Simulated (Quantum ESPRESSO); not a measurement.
# KOs3 (Pm-3m): zone-centre phonons

Aim: the zone-centre modes of KOs3 (Pm-3m).

Main program and level: Quantum ESPRESSO 7.5; DFT LDA, scalar-relativistic, plane waves, JTH PAW pseudopotentials.

Most raw output is cut from this account.

The structure was built from a prototype and need not be the compound's stable phase.

### 1. Set-up

Symmetry: Pm-3m, No. 221, cubic system. Conventional cell: a = 4.787 Å, b = 4.787 Å, c = 4.787 Å, α = 90.00°, β = 90.00°, γ = 90.00°. K has 12 Os at 3.39 Å nearest. Os has 4 K at 3.39 Å and 8 Os at 3.39 Å nearest. Farther neighbours are not listed.

### 2. A first look

A cheap run with smearing and empty bands tells whether the crystal has a gap, which decides between fixed occupations and smearing later on.

File probe.in:

```
 &control
    calculation='scf',
    prefix='x',
    outdir='./tmp',
    pseudo_dir='./pseudo',
    tprnfor=.true.,
    tstress=.true.,
    verbosity='high',
 /
 &system
    ibrav=0,
    nat=4,
    ntyp=2,
    ecutwfc=40.0,
    ecutrho=200.0,
    occupations='smearing',
    smearing='gaussian',
    degauss=0.01,
 /
 &electrons
    conv_thr=1.0d-07,
    mixing_beta=0.7,
    electron_maxstep=100,
 /
ATOMIC_SPECIES
 K      39.0983  K.upf
 Os    190.2300  Os.upf
CELL_PARAMETERS angstrom
     4.787467310    0.000000000    0.000000000
     0.000000000    4.787467310    0.000000000
     0.000000000    0.000000000    4.787467310
ATOMIC_POSITIONS crystal
 K      0.000000000   0.000000000   0.000000000
 Os     0.000000000   0.500000000   0.500000000
 Os     0.500000000   0.000000000   0.500000000
 Os     0.500000000   0.500000000   0.000000000
K_POINTS automatic
 4 4 4 0 0 0
```

Launch:

```bash
$ OMP_NUM_THREADS=1 mpirun -n 4 pw.x -nk 4 -in probe.in > probe.out
```

It took 6.4 s on 4 MPI ranks of Arm Neoverse V2, shared host; 25 s of CPU time.

Read from the output:

| Property | Result |
| --- | --- |
| volume per atom | 27.43 Å³ |
| pressure | -28.78 GPa |
| gap on the k-mesh | 0 eV |

No gap opens on this mesh, so smearing is kept; the start stands at -29 GPa.

### 3. Relaxing the cell and atoms

Frequencies change by per cents with a per cent of volume, so the structure is first brought to rest at this level of theory.

File relax.in:

```
 &control
    calculation='vc-relax',
    prefix='x',
    outdir='./tmp',
    pseudo_dir='./pseudo',
    tprnfor=.true.,
    tstress=.true.,
    forc_conv_thr=2.0d-05,
    etot_conv_thr=1.0d-07,
    nstep=40,
 /
 &system
    ibrav=0,
    nat=4,
    ntyp=2,
    ecutwfc=40.0,
    ecutrho=200.0,
    occupations='smearing',
    smearing='mv',
    degauss=0.02,
 /
 &electrons
    conv_thr=1.0d-11,
    mixing_beta=0.7,
    electron_maxstep=100,
 /
 &ions
 /
 &cell
    press_conv_thr=0.2,
 /
ATOMIC_SPECIES
 K      39.0983  K.upf
 Os    190.2300  Os.upf
CELL_PARAMETERS angstrom
     4.787467310    0.000000000    0.000000000
     0.000000000    4.787467310    0.000000000
     0.000000000    0.000000000    4.787467310
ATOMIC_POSITIONS crystal
 K      0.000000000   0.000000000   0.000000000
 Os     0.000000000   0.500000000   0.500000000
 Os     0.500000000   0.000000000   0.500000000
 Os     0.500000000   0.500000000   0.000000000
K_POINTS automatic
 6 6 6 0 0 0
```

Launch:

```bash
$ OMP_NUM_THREADS=1 mpirun -n 4 pw.x -nk 4 -in relax.in > relax.out
```

It took 1.8 min on 4 MPI ranks.

Relaxation path:

```csv
step,energy less that of the first step (eV),largest force (eV/Å),pressure (GPa),volume (Å³)
1,0.0000,0.0000,-28.96,109.73
2,-2.9170,0.0000,-31.18,94.31
3,-6.5852,0.0000,-22.84,74.00
4,-4.3987,0.0000,91.14,49.35
5,-7.4509,0.0000,-6.83,65.30
6,-7.4931,0.0000,2.95,62.19
7,-7.5008,0.0000,-0.20,63.10
8,-7.5008,0.0000,-0.01,63.04
9,-7.5008,0.0000,0.00,63.04
10,-7.4934,0.0000,-0.06,63.04
```

```csv
cell as run,before,after,change
a (Å),4.787,3.980,-16.9 %
b (Å),4.787,3.980,-16.9 %
c (Å),4.787,3.980,-16.9 %
volume (Å³/atom),27.43,15.76,-42.5 %
```

The last row of the table of steps is pw.x's closing run on a basis chosen anew for the final cell, so its energy can jump.

This step gave:

```yaml
volume_per_atom: 15.76 Å³
pressure: -0.05600 GPa
```

The volume changes by -42.5 % from the cell with which this run began.

### 4. Self-consistent run for the response

Perturbation theory inherits every error of the wavefunctions, so the threshold is set near the limit of the arithmetic. Smearing stays on, as the first look found no gap above 0.3 eV.

File scf.in:

```
 &control
    calculation='scf',
    prefix='x',
    outdir='./tmp',
    pseudo_dir='./pseudo',
    tprnfor=.true.,
    tstress=.true.,
 /
 &system
    ibrav=0,
    nat=4,
    ntyp=2,
    ecutwfc=40.0,
    ecutrho=200.0,
    occupations='smearing',
    smearing='mv',
    degauss=0.02,
 /
 &electrons
    conv_thr=1.0d-12,
    mixing_beta=0.7,
    electron_maxstep=100,
 /
ATOMIC_SPECIES
 K      39.0983  K.upf
 Os    190.2300  Os.upf
CELL_PARAMETERS angstrom
     3.979881356    0.000000000    0.000000000
     0.000000000    3.979881356    0.000000000
     0.000000000    0.000000000    3.979881356
ATOMIC_POSITIONS crystal
 K      0.000000000   0.000000000   0.000000000
 Os     0.000000000   0.500000000   0.500000000
 Os     0.500000000   0.000000000   0.500000000
 Os     0.500000000   0.500000000   0.000000000
K_POINTS automatic
 6 6 6 0 0 0
```

Launch:

```bash
$ OMP_NUM_THREADS=1 mpirun -n 4 pw.x -nk 4 -in scf.in > scf.out
```

It took 7.8 s on 4 MPI ranks.

This step gave:

```yaml
pressure: -0.05700 GPa
```

The cell stands at -0.057 GPa, close enough for phonons.

### 5. Linear response at Γ

At q = 0 one unit cell holds all displacements; symmetry groups them into irreducible representations that are solved one by one. With smeared occupations no response to a homogeneous field can be asked.

File ph.in:

```
phonons
 &inputph
    prefix='x',
    outdir='./tmp',
    fildyn='g.dyn',
    tr2_ph=1.0d-18,
    alpha_mix(1)=0.4,
    nmix_ph=8,
 /
0.000000000000 0.000000000000 0.000000000000
```

Launch:

```bash
$ OMP_NUM_THREADS=1 mpirun -n 4 ph.x -nk 4 -in ph.in > ph.out
```

Elapsed: 2.2 min, on 4 MPI ranks.

This step gave:

| Item | Value |
| --- | --- |
| largest acoustic frequency at the zone centre before the sum rule | -0.4 cm⁻¹ |
| highest optical zone-centre mode (no LO-TO term) | 310.4 cm⁻¹ |
| lowest optical zone-centre mode | -109.7 cm⁻¹ |

The acoustic modes at Γ come out as far as 0.4 cm⁻¹ from zero, where they should vanish, a small numerical error. The lowest optical mode is imaginary, 110i cm⁻¹, an instability at this level and on this k mesh.

### 6. Modes with the sum rule

A rigid shift of the crystal must cost nothing, but grids and finite bases break this; the acoustic sum rule is imposed before the matrix is diagonalised again.

File dynmat.in:

```
 &input
    fildyn='g.dyn',
    asr='simple',
    fileig='dynmat.eig',
 /
```

Launch:

```bash
$ dynmat.x -in dynmat.in > dynmat.out
```

The job ended after 0.47 s (1 thread).

Unit eigenvectors of the mass-weighted matrix after the sum rule; no LO-TO term. Modes at Γ, with each element's share of the kinetic energy (negative means imaginary):

```csv
mode,frequency (cm⁻¹),K %,Os %
1,-109.7,5,95
2,-109.7,5,95
3,-109.7,5,95
4,-17.8,0,100
5,-17.8,0,100
6,-17.8,0,100
7,0.0,6,94
8,0.0,6,94
9,0.0,6,94
10,310.4,88,12
11,310.4,88,12
12,310.4,88,12
```

Displacements in mode 3 (-109.7 cm⁻¹), the largest set to 1:
```
K1   0.00  0.01 -0.62
Os2  0.01  0.01 -0.44
Os3  0.00 -0.02 -0.44
Os4  0.00  0.01  1.00
```

Displacements in mode 10 (310.4 cm⁻¹), the largest set to 1:
```
K1   1.00 -0.10  0.00
Os2  0.03  0.01  0.00
Os3 -0.12  0.00  0.00
Os4 -0.12  0.01  0.00
```

The rule moves no optical mode by more than 0.1 cm⁻¹.

### 7. Sum rules set otherwise (asr no)

Without the rule the raw error of the acoustic modes shows.

File dynmat.in:

```
 &input
    fildyn='g.dyn',
    asr='no',
    fileig='dynmat.eig',
 /
```

Launch:

```bash
$ dynmat.x -in dynmat.in > dynmat.out
```

Run time: 0.47 s. Hardware: 1 thread.

Zone-centre frequencies as printed; negative means imaginary. Modes:

```csv
mode,frequency (cm⁻¹)
1,-109.7
2,-109.7
3,-109.7
4,-17.85
5,-17.85
6,-17.85
7,-0.4
8,-0.4
9,-0.4
10,310.4
11,310.4
12,310.4
```

Against the first rule no mode moves by more than 0.5 cm⁻¹.

### 8. Sum rules set otherwise: a sum rule for molecules or wires on a crystal

This rule also removes rotations, which suits wires and not a crystal; it is tried to see the harm.

File dynmat.in:

```
 &input
    fildyn='g.dyn',
    asr='one-dim',
    fileig='dynmat.eig',
 /
```

Launch:

```bash
$ dynmat.x -in dynmat.in > dynmat.out
```

Run time: 0.47 s. Hardware: 1 thread.

The program raised no error, yet the settings are not those of a careful run.

The fault: a sum rule for molecules or wires on a crystal; 1 optical mode is projected out to zero frequency, as if it were a rotation.

For a crystal the rule has to be 'simple' or 'crystal'.

Zone-centre frequencies as printed; negative means imaginary. Modes:

```csv
mode,frequency (cm⁻¹)
1,-109.7
2,-109.7
3,-83.45
4,-17.85
5,-17.85
6,0
7,0
8,0
9,0
10,252.3
11,310.4
12,310.4
```

### 9. Summary of results

| Item | Value |
| --- | --- |
| space group after relaxation | Pm-3m |
| volume per atom | 15.8 Å³ |
| highest optical zone-centre mode (no LO-TO term) | 310.4 cm⁻¹ |
| lowest optical zone-centre mode | -109.7 cm⁻¹ |
| imaginary optical modes at the zone centre (no q mesh in this session) | yes |

In words: At the LDA level the optical modes of KOs3 (Pm-3m) at the zone centre run from 110i to 310 cm⁻¹, so the structure is a saddle point, with 6 modes beyond 10i cm⁻¹ there. The relaxation gained more than 0.3 eV an atom, so the start was far from this structure and its bonding may have changed. Of the 9 optical modes, 6 are infrared active alone and 3 are silent. These are harmonic frequencies at zero temperature: anharmonic shifts and linewidths and thermal expansion are left out. Spin-orbit coupling is left out, which can matter for the heavy elements here. In a metal the frequencies hang on the k mesh and the smearing, most of all near Kohn anomalies. The runs are without spin polarisation, although the cell has an odd electron count or an open d or f shell, so a magnetic state was not tested. The structure is a hypothetical one, built on a prototype.

[Host names and launcher messages were left out of these logs when they were recorded.]

[Logs are printed without paths, hosts, clocks, repeated set-up lines and the standing remarks that a program may print on its own settings, such as how far it seeks lower states.]

[Hosts, paths, dates, database ids (printed as entryN), source tags and the programs' standing remarks are cut or masked in the printed files.]
